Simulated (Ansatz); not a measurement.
**Al2Te3Se2: complex band structure**

Aim: relax a made-up compound, Al2Te3Se2, and see how good a tunnel barrier it would be. It is built by putting Se for part of the Te in the Al2Te5 structure of space group C2/m, with the volume rescaled by atomic radii. The parent structure comes from the Materials Project.

Calculated with Ansatz 0.2.0; r2SCAN DFT, plane waves, PAW files, in the first sound run; inputs show where later runs differ.

The structure was built from a prototype and need not be the compound's stable phase.

## Step 1: Set-up

The structure is monoclinic, space group Cm (No. 8). Conventional cell: a = 13.762 Å, b = 4.092 Å, c = 10.014 Å, α = 90.00°, β = 127.41°, γ = 90.00°. Nearest to Al lie 3 Se at 2.51 to 2.63 Å and 1 Te at 2.61 Å. Nearest to Al lie 3 Te at 2.51 to 2.63 Å and 1 Se at 2.61 Å. Nearest to Se lie 1 Al at 2.51 Å and 2 Te at 2.96 Å. Nearest to Te lie 1 Al at 2.51 Å and 2 Te at 2.96 Å. Te has 2 Te at 2.96 Å and 2 Se at 2.96 Å nearest. Nearest to Te lie 3 Al at 2.61 to 2.63 Å. It derives from Al2Te5. Se for part of the Te in the Al2Te5 structure of space group C2/m. Farther neighbours and most contacts between anions are not listed.

## Step 2: Cell and atoms at rest

The substituted atoms don't fit the parent's cell, so cell and atoms relax together. A small smearing keeps the run stable in case the gap closes on the way.

Contents of input.yaml:

```yaml
crystal:
  lattice:
    - [6.8808666672, -2.0459915365, 0.0]
    - [6.8808666672, 2.0459915365, 0.0]
    - [-6.0835419442, 0.0, 7.9538381815]
  atoms:
    - { symbol: Al, position: [0.37049554, 0.37049554, 0.59810599] }
    - { symbol: Al, position: [0.62950446, 0.62950446, 0.40189401] }
    - { symbol: Se, position: [0.58145532, 0.58145532, 0.87374735] }
    - { symbol: Te, position: [0.41854468, 0.41854468, 0.12625265] }
    - { symbol: Te, position: [0.0, 0.0, 0.0] }
    - { symbol: Te, position: [0.18147808, 0.18147808, 0.59993166] }
    - { symbol: Se, position: [0.81852192, 0.81852192, 0.40006834] }
kpoints:
  mp_grid: { grid: [6, 6, 4] }
scf:
  occupations: { method: gaussian, width: 0.03 }
hamiltonian:
  xc: r2scan
output:
  forces: true
  stress: true
relax:
  f_tol: 0.02
  max_steps: 60
  cell: {}
```

Command:

```
$ ansatz run input.yaml --threads 2 --pin off --max-ram 4096MiB --backend cpu --events-out ev --progress --plain --runs-dir out
```

Numbers of over 12 decimals in the logs are rounded to 6 here.

The log of the run:

```text
basis.fft_grid_basis auto: the FFT boxes are laid along the combinations [[1, -1, 0], [0, 1, 0], [1, 0, 1]] of the cell's own vectors, 4.092, 7.179 and 8.251 Å long. The dense box has 30×54×64 points. Along the cell's own vectors, as sized, it would have 54×54×75, 2.11 times as many. Of the 2 symmetry operations that the crystal satisfies within crystal.symmetry.tolerance (time reversal apart; of a slab, those that k [...]
Engine: ansatz 0.2.0, aarch64-unknown-linux-gnu
Pseudopotentials: kind: paw
Pseudopotential: Al, paw, valence charge 3, recommended cutoff 500 eV (meta_gga), Al.paw.azcp
Pseudopotential: Se, paw, valence charge 16, recommended cutoff 500 eV (meta_gga), Se.paw.azcp
Pseudopotential: Te, paw, valence charge 16, recommended cutoff 500 eV (meta_gga), Te.paw.azcp
Functional definition: r2SCAN
  parameter k0 = 0.174
  parameter k1 = 0.065
  parameter a1 = 4.9479
  exchange = r2scan_x(k0 = k0, k1 = k1, a1 = a1)
  correlation = r2scan_c
Crystal: 7 atoms, lattice volume = 223.951 Å³
Basis set: ecut = 500 eV, 5677 PW (Γ), FFT grids on a1−a2, a2, a1+a3, exchange–correlation on 120×216×256 points (64 copies of the dense FFT grid, shifted against one another)
Bands: 52, of which v1, the nominal top of the filled ones, is band 43 counted from 1 (42 counted from 0)
Symmetry: 2 space group operations
Space group: Cm (ITA 8), of the structure as read, at distance tolerance 6.1e-5 Å
k-points: 47 of 144 (time reversal used)
Non-local potential: Al, projectors of the file, l = 0: 2, l = 1: 2, l = 2: 1
Non-local potential: Se, projectors of the file, l = 0: 2, l = 1: 2, l = 2: 3, l = 3: 1
Non-local potential: Te, projectors of the file, l = 0: 2, l = 1: 2, l = 2: 2, l = 3: 2
PAW form: soft (Blöchl's): semilocal exchange-correlation on the pseudo side does not see the compensation charge
PAW frozen core: Al, regenerated for the run's functional (the file was generated under x = pbe(κ = 0.804, μ = 0.219515), c = pbe(β = 0.066725))
PAW frozen core: Se, regenerated for the run's functional (the file was generated under x = pbe(κ = 0.804, μ = 0.219515), c = pbe(β = 0.066725))
PAW frozen core: Te, regenerated for the run's functional (the file was generated under x = pbe(κ = 0.804, μ = 0.219515), c = pbe(β = 0.066725))
PAW one-centre angular grid: Al, 302 points (default); XC on 160 Gauss nodes
PAW one-centre angular grid: Se, 590 points (default); XC on 160 Gauss nodes
PAW one-centre angular grid: Te, 590 points (default); XC on 160 Gauss nodes
Initial density: superposition of atomic densities (neutral atoms: chi_scale 0, normalization atom), corrected by the library's trained network
Initial wavefunctions: pseudopotential atomic-orbital guess
Functional: x = r2scan, c = r2scan; τ floored in thin density (d = 2e-4 eV/Å³)
SCF iter   1: F=—  HF=-33024.948504 eV  |F-HF|=—  |Δ(HF+E_count)|=         —  Δρ=3.85e-3  dr2=1.00e-1  dr2_τ=1.59e-2  ethr=1.77e-3  ⟨swp⟩=8.0  Hψ=10127  notcnv=0  defer=2
preconditioner: auto → Resta (q_TF=auto, 2.326 Å⁻¹)  ε∞=3.7  [insulator: Δε(μ)=1.451 eV  Ē_g=9.051 eV  σ=0.030 eV  W_gap=1.00  n_scr=50 (ndim 8)  ℏωp=14.9 eV  f_vac=0.071  D(μ)=0.00/eV (n_scr^D=0)  ε∞_Penn≈3.7]
SCF iter   2: F=—  HF=-33024.985272 eV  |F-HF|=—  |Δ(HF+E_count)|=   3.68e-2  Δρ=2.01e-3  dr2=1.43e-2  dr2_τ=4.55e-4  ethr=1.17e-4  ⟨swp⟩=3.0  Hψ=4189  notcnv=0  defer=160
SCF iter   3: F=—  HF=-33024.984462 eV  |F-HF|=—  |Δ(HF+E_count)|=   8.09e-4  Δρ=8.91e-4  dr2=2.43e-3  dr2_τ=7.98e-5  ethr=1.66e-5  ⟨swp⟩=2.0  Hψ=3166  notcnv=0  defer=113
automatic band count: iteration 3 solves 51 bands in place of 52: the levels show a gap, and the empty bands left out lie too high to hold charge; the band table lists the bands solved (type scf.n_extra_bands for more)
SCF iter   4: F=—  HF=-33024.984458 eV  |F-HF|=—  |Δ(HF+E_count)|=   4.85e-6  Δρ=2.94e-4  dr2=2.03e-4  dr2_τ=7.45e-6  ethr=2.82e-6  ⟨swp⟩=2.0  Hψ=4070  notcnv=0  defer=113
SCF iter   5: F=—  HF=-33024.984487 eV  |F-HF|=—  |Δ(HF+E_count)|=   3.00e-5  Δρ=8.31e-5  dr2=2.18e-5  dr2_τ=7.83e-7  ethr=2.36e-7  ⟨swp⟩=2.0  Hψ=4305  notcnv=0  defer=113
SCF iter   6: F=—  HF=-33024.984448 eV  |F-HF|=—  |Δ(HF+E_count)|=   3.95e-5  Δρ=2.92e-5  dr2=2.51e-6  dr2_τ=4.37e-8  ethr=2.54e-8  ⟨swp⟩=2.0  Hψ=4304  notcnv=0  defer=113
SCF iter   7: F=—  HF=-33024.984450 eV  |F-HF|=—  |Δ(HF+E_count)|=   1.98e-6  Δρ=9.64e-6  dr2=3.51e-7  dr2_τ=7.79e-9  ethr=2.91e-9  ⟨swp⟩=2.0  Hψ=4305  notcnv=0  defer=113
SCF iter   8: F=-33024.984450 eV  HF=-33024.984450 eV  |F-HF|=1.77e-8  |Δ(HF+E_count)|=   1.97e-7  Δρ=3.58e-6  dr2=4.72e-8  dr2_τ=8.81e-10  ethr=1.16e-10  ⟨swp⟩=5.0  Hψ=8267  notcnv=0
SCF 1 converged in 8 iterations: F = -33024.984450 eV  dr2 = 4.72e-8
  greatest PAW one-centre occupation: 1.000 electrons in one spin orbital (limit 2), on the Se atom at site 2 (counted from 0), in its partial waves of l = 2
relax step   1: F+E_penalty+E_count = -33024.98445018 eV  Δ(F+E_penalty+E_count) = +0.000e0 eV  max|allowed force component| = 1.248e0 eV/Å  Δτ_max = 0.0000 Å  P = -1.821 GPa  Ω = 223.951 Å³  (8 SCF iters, dr2 threshold 1.00e-7 eV, accepted)
Crystal: 7 atoms, lattice volume = 219.174 Å³
Basis set: ecut = 500 eV, 5573 PW (Γ), FFT grids on a1−a2, a2, a1+a3, exchange–correlation on 120×216×256 points (64 copies of the dense FFT grid, shifted against one another)
Initial density: handed on by an earlier stage of this run
Initial wavefunctions: those handed on with the density
iter 1 solved again at ethr=2.34e-4 eV; its pass at ethr=3.10e-3 eV (dr2=2.01e-1 eV) is discarded
SCF iter   1: F=—  HF=-33025.170234 eV  |F-HF|=—  |Δ(HF+E_count)|=         —  Δρ=8.03e-3  dr2=2.02e-1  dr2_τ=2.99e-1  ethr=2.34e-4  ⟨swp⟩=1.9  Hψ=10949  notcnv=0
automatic band count: iteration 1 solves 50 bands in place of 52: the levels show a gap, and the empty bands left out lie too high to hold charge; the band table lists the bands solved (type scf.n_extra_bands for more)
preconditioner: auto → Resta (q_TF=auto, 2.334 Å⁻¹)  ε∞=3.9  [insulator: Δε(μ)=1.517 eV  Ē_g=8.804 eV  σ=0.030 eV  W_gap=1.00  n_scr=50 (ndim 8)  ℏωp=15.0 eV  f_vac=0.081  D(μ)=0.00/eV (n_scr^D=0)  ε∞_Penn≈3.9]
SCF iter   2: F=—  HF=-33025.336529 eV  |F-HF|=—  |Δ(HF+E_count)|=   1.66e-1  Δρ=4.18e-3  dr2=4.63e-2  dr2_τ=6.21e-4  ethr=2.34e-4  ⟨swp⟩=3.3  Hψ=3863  notcnv=0
SCF iter   3: F=—  HF=-33025.335096 eV  |F-HF|=—  |Δ(HF+E_count)|=   1.43e-3  Δρ=1.15e-3  dr2=5.37e-3  dr2_τ=1.21e-4  ethr=5.39e-5  ⟨swp⟩=3.4  Hψ=3771  notcnv=0
SCF iter   4: F=—  HF=-33025.335607 eV  |F-HF|=—  |Δ(HF+E_count)|=   5.10e-4  Δρ=4.52e-4  dr2=6.97e-4  dr2_τ=1.20e-5  ethr=6.25e-6  ⟨swp⟩=2.0  Hψ=4556  notcnv=0  defer=19
[...]
SCF iter   1: F=—  HF=-33025.269974 eV  |F-HF|=—  |Δ(HF+E_count)|=         —  Δρ=3.81e-3  dr2=3.95e-2  dr2_τ=1.68e-1  ethr=4.40e-5  ⟨swp⟩=2.2  Hψ=10830  notcnv=0
automatic band count: iteration 1 solves 50 bands in place of 52: the levels show a gap, and the empty bands left out lie too high to hold charge; the band table lists the bands solved (type scf.n_extra_bands for more)
preconditioner: auto → Resta (q_TF=auto, 2.335 Å⁻¹)  ε∞=3.9  [insulator: Δε(μ)=1.515 eV  Ē_g=8.843 eV  σ=0.030 eV  W_gap=1.00  n_scr=50 (ndim 8)  ℏωp=15.1 eV  f_vac=0.085  D(μ)=0.00/eV (n_scr^D=0)  ε∞_Penn≈3.9]
SCF iter   2: F=—  HF=-33025.365249 eV  |F-HF|=—  |Δ(HF+E_count)|=   9.53e-2  Δρ=2.28e-3  dr2=1.15e-2  dr2_τ=1.07e-4  ethr=4.40e-5  ⟨swp⟩=3.2  Hψ=4490  notcnv=0
SCF iter   3: F=—  HF=-33025.365991 eV  |F-HF|=—  |Δ(HF+E_count)|=   7.43e-4  Δρ=5.43e-4  dr2=8.38e-4  dr2_τ=3.08e-5  ethr=1.34e-5  ⟨swp⟩=2.3  Hψ=4243  notcnv=0
SCF iter   4: F=—  HF=-33025.366137 eV  |F-HF|=—  |Δ(HF+E_count)|=   1.45e-4  Δρ=1.72e-4  dr2=9.22e-5  dr2_τ=2.81e-6  ethr=9.74e-7  ⟨swp⟩=2.0  Hψ=4136  notcnv=0
SCF iter   5: F=—  HF=-33025.366135 eV  |F-HF|=—  |Δ(HF+E_count)|=   1.64e-6  Δρ=7.60e-5  dr2=2.93e-5  dr2_τ=8.94e-7  ethr=1.07e-7  ⟨swp⟩=2.0  Hψ=4136  notcnv=0
SCF iter   6: F=—  HF=-33025.366136 eV  |F-HF|=—  |Δ(HF+E_count)|=   1.12e-6  Δρ=2.87e-5  dr2=2.95e-6  dr2_τ=8.33e-8  ethr=3.40e-8  ⟨swp⟩=2.0  Hψ=4136  notcnv=0
SCF iter   7: F=-33025.366137 eV  HF=-33025.366137 eV  |F-HF|=1.07e-7  |Δ(HF+E_count)|=   1.21e-6  Δρ=8.68e-6  dr2=2.39e-7  dr2_τ=3.44e-9  ethr=8.14e-10  ⟨swp⟩=5.0  Hψ=8089  notcnv=0
SCF 3 converged in 7 iterations: F = -33025.366137 eV  dr2 = 2.39e-7
relax step   3: F+E_penalty+E_count = -33025.36613740 eV  Δ(F+E_penalty+E_count) = -3.038e-2 eV  max|allowed force component| = 3.218e-1 eV/Å  Δτ_max = 0.1134 Å  P = +0.056 GPa  Ω = 218.572 Å³  energy of the carried Pulay correction = +3.310e-4 eV  (7 SCF iters, dr2 threshold 7.00e-7 eV, accepted)
[...]
relax step   4: F+E_penalty+E_count = -33025.38502377 eV  Δ(F+E_penalty+E_count) = -1.889e-2 eV  max|allowed force component| = 1.206e-1 eV/Å  Δτ_max = 0.0771 Å  P = -0.018 GPa  Ω = 219.137 Å³  energy of the carried Pulay correction = +2.959e-4 eV  (7 SCF iters, dr2 threshold 7.00e-7 eV, accepted)
[...]
relax step   5: F+E_penalty+E_count = -33025.38873621 eV  Δ(F+E_penalty+E_count) = -3.712e-3 eV  max|allowed force component| = 4.464e-2 eV/Å  Δτ_max = 0.0375 Å  P = -0.029 GPa  Ω = 219.884 Å³  energy of the carried Pulay correction = +2.495e-4 eV  (6 SCF iters, dr2 threshold 7.00e-7 eV, accepted)
[...]
relax step   6: F+E_penalty+E_count = -33025.38958072 eV  Δ(F+E_penalty+E_count) = -8.445e-4 eV  max|allowed force component| = 1.157e-2 eV/Å  Δτ_max = 0.0171 Å  P = +0.002 GPa  Ω = 220.632 Å³  energy of the carried Pulay correction = +2.033e-4 eV  (6 SCF iters, dr2 threshold 1.25e-7 eV, accepted)
Initial wavefunctions: pseudopotential atomic-orbital guess (no wavefunctions were taken with the density)
iter 1 solved again at ethr=6.43e-7 eV; its pass at ethr=3.10e-3 eV (dr2=5.53e-4 eV) is discarded
SCF iter   1: F=—  HF=-33025.389434 eV  |F-HF|=—  |Δ(HF+E_count)|=         —  Δρ=9.63e-6  dr2=5.61e-8  dr2_τ=9.80e-8  ethr=6.43e-7  ⟨swp⟩=3.0  Hψ=15577  notcnv=0
eigensolver tolerance schedule: the retry pair's looser diagonalisation over-reported the residual by 9853.65 of it (diagonalisation noise at an unbounded share of the residual, at the tolerance the schedule requests for it); recorded, not acted on — ethr = c·dr2/N_el stays at c = 1.0e-1
preconditioner: auto → Resta (q_TF=auto, 2.332 Å⁻¹)  ε∞=3.6  [insulator: Δε(μ)=1.623 eV  Ē_g=9.277 eV  σ=0.030 eV  W_gap=1.00  n_scr=50 (ndim 8)  ℏωp=15.0 eV  f_vac=0.094  D(μ)=0.00/eV (n_scr^D=0)  ε∞_Penn≈3.6]
SCF iter   2: F=—  HF=-33025.389394 eV  |F-HF|=—  |Δ(HF+E_count)|=   4.07e-5  Δρ=5.19e-6  dr2=1.80e-8  dr2_τ=7.13e-9  ethr=6.53e-11  ⟨swp⟩=3.9  Hψ=5565  notcnv=0
SCF iter   3: F=—  HF=-33025.389394 eV  |F-HF|=—  |Δ(HF+E_count)|=   5.77e-8  Δρ=2.30e-6  dr2=5.64e-9  dr2_τ=1.06e-9  ethr=2.09e-11  ⟨swp⟩=2.0  Hψ=3098  notcnv=0
SCF iter   4: F=—  HF=-33025.389394 eV  |F-HF|=—  |Δ(HF+E_count)|=   1.48e-8  Δρ=3.72e-7  dr2=5.35e-10  dr2_τ=2.54e-11  ethr=6.56e-12  ⟨swp⟩=2.0  Hψ=3290  notcnv=0
SCF iter   5: F=—  HF=-33025.389394 eV  |F-HF|=—  |Δ(HF+E_count)|=  2.18e-10  Δρ=1.78e-7  dr2=1.17e-10  dr2_τ=4.08e-12  ethr=1.00e-12  ⟨swp⟩=2.2  Hψ=3326  notcnv=0
SCF iter   6: F=-33025.389394 eV  HF=-33025.389394 eV  |F-HF|=0.00e0  |Δ(HF+E_count)|=  7.28e-11  Δρ=4.08e-8  dr2=7.01e-12  dr2_τ=1.70e-13  ethr=1.00e-12  ⟨swp⟩=4.8  Hψ=7720  notcnv=0
SCF 7 converged in 6 iterations: F = -33025.389394 eV  dr2 = 7.01e-12
relax step   7: F+E_penalty+E_count = -33025.38939384 eV  Δ(F+E_penalty+E_count) = +1.869e-4 eV  max|allowed force component| = 1.157e-2 eV/Å  Δτ_max = 0.0000 Å  P = +0.001 GPa  Ω = 220.632 Å³  stress off target by 2.98e-2 GPa  SCF on the basis re-selected at this cell (its energy is not comparable with the rows above)  (6 SCF iters)
basis re-selected at this cell: Δ(F+E_penalty+E_count) = +1.869e-4 eV, ΔP = -0.001 GPa vs the last step (what re-selecting the basis moved, of the pressure what is left beyond the Pulay correction that the steps carried, after the strain that the cell walked since its last selection, with what the two solves' SCF thresholds leave and, on support functions, any second-order correction that the steps lacked; it is no m [...]
SCF converged after 6 iterations
Free energy (F): -33025.389394 eV
Harris-Foulkes:  -33025.389394 eV  (|F-HF|=0.00e0)
Internal energy: -33025.389394 eV  (E = F + TS)
E sigma→0 (E₀):  -33025.389394 eV
Fermi energy:    6.532844 eV
--- Per-component energies (eV) ---
  E_band       = -1786.524131
  E_kinetic    = 822.510526
  E_local      = -10413.485659  (includes V_loc(G=0)·N_el)
  E_nonlocal   = -2102.869981
  E_hartree    = 5623.904252
  E_xc         = -614.492488
  E_vxc        = -607.535597  (∫ρ·V_xc dr)
  E_paw        = -18855.031874  (= ΣΔE_a)
  E_vpaw       = -766.657020  (= ΣTr[D̂ρ^β])
  E_aug_tail   = -0.000534  (compensation charges beyond the density's cutoff)
  E_vtau       = 33.705631  (kinetic-family band-sum trace: ∫τ·v_τ [+ j·A + Jᵃ·Aᵃ] dr)
  E_ewald      = -7483.128447
  E_core_change = -2.795190  (= ΣΔE_core)
  E_smearing   = -0.000000  (= −TS)
  E_closure    = -0.000000  (closes the sum)
  Σ components = -33025.389394   (vs F -33025.389394, Δ=0.00e0)
--- Forces (eV/Å), atoms counted from 1 ---
  atom   1  Al    -0.00153841     0.00000000     0.01157047
  atom   2  Al     0.01153656     0.00000000    -0.01062691
  atom   3  Se    -0.00491191     0.00000000    -0.00782488
  atom   4  Te     0.00017503     0.00000000     0.00761361
  atom   5  Te     0.00439212     0.00000000    -0.00408320
  atom   6  Te    -0.00039840     0.00000000     0.00106623
  atom   7  Se    -0.00925750     0.00000000     0.00228703
  max |Σ_I F_I| component: 2.50e-6 eV/Å
--- Stress (GPa, compression-positive) ---
       -0.011784       0.000000      -0.004237
        0.000000       0.029807       0.000000
       -0.004215       0.000000      -0.015117
  P = ⅓ Tr σ = 0.0010 GPa (0.010 kbar)
--- Relaxed structure (6 steps of the walk, 6 accepted, 1 SCFs on fresh bases) ---
  F+E_penalty+E_count = -33025.38939384 eV   max|allowed force component| = 1.157e-2 eV/Å   (the final SCF, on the basis selected at the relaxed cell)
  cell:  # Å, volume = 220.6322 Å³
    - [6.856410, -2.019483, -0.012494]
    - [6.856410, 2.019483, -0.012494]
    - [-6.076361, 0.0, 7.978200]
  atoms:
    - { symbol: Al, position: [0.371549, 0.371549, 0.603599] }
    - { symbol: Al, position: [0.633566, 0.633566, 0.405634] }
    - { symbol: Se, position: [0.571750, 0.571750, 0.853482] }
    - { symbol: Te, position: [0.420304, 0.420304, 0.117713] }
    - { symbol: Te, position: [0.00435431, 0.00435431, -0.011959] }
    - { symbol: Te, position: [0.178468, 0.178468, 0.607014] }
    - { symbol: Se, position: [0.820009, 0.820009, 0.424518] }
```

The job ended after 5.5 min (2 threads of Arm Neoverse V1, shared host; peak memory 1.1 GiB).

The steps of the relaxation:

```
step  energy less that of the first step (eV)  largest force component (eV/Å)  pressure (GPa)  volume (Å³)
   1                                   0.0000                          1.2478           -1.82       223.95
   2                                  -0.3513                          0.4167           -0.11       219.17
   3                                  -0.3817                          0.3218            0.06       218.57
   4                                  -0.4006                          0.1206           -0.02       219.14
   5                                  -0.4043                          0.0446           -0.03       219.88
   6                                  -0.4051                          0.0116            0.00       220.63
  7*                                  -0.4049                          0.0116            0.00       220.63
```

Relaxation steps marked * repeat the geometry before them on a plane-wave basis chosen anew for their cell, so energy and pressure can jump there.

Forces are held to the 2 operations that the run works with; a distortion that breaks them can't arise in this run.

```
     cell as run  before   after  change
           a (Å)   7.179   7.148  -0.4 %
           b (Å)   7.179   7.148  -0.4 %
           c (Å)  10.014  10.029  +0.1 %
           α (°)  125.61  125.63  +0.0 %
           β (°)  125.61  125.63  +0.0 %
           γ (°)   33.12   32.82  -0.9 %
volume (Å³/atom)   31.99   31.52  -1.5 %
```

The atoms that moved most (Å, as changes of fractional coordinates times the final cell):

```csv
atom,dx,dy,dz,length
Se7,-0.128,0.000,0.195,0.233
Te5,0.132,0.000,-0.096,0.163
Se3,-0.010,0.000,-0.161,0.162
Te4,0.076,0.000,-0.068,0.102
Te6,-0.084,0.000,0.057,0.102
Al1,-0.019,0.000,0.044,0.048
Al2,0.033,0.000,0.030,0.044
```

Numbers from this step:

| Property | Result |
| --- | --- |
| free energy | -33025.3894 eV |
| Fermi energy | 6.533 eV |
| pressure | 9.68e-4 GPa |

The largest force component on a free atom ends at 0.012 eV/Å.

(Continued in part 2 of 3.)

[Logs are printed without paths, hosts, clocks, repeated set-up lines and the standing remarks that a program may print on its own settings, such as how far it seeks lower states.]

[Hosts, paths, dates, database ids (printed as entryN), source tags and the programs' standing remarks are cut or masked in the printed files.]
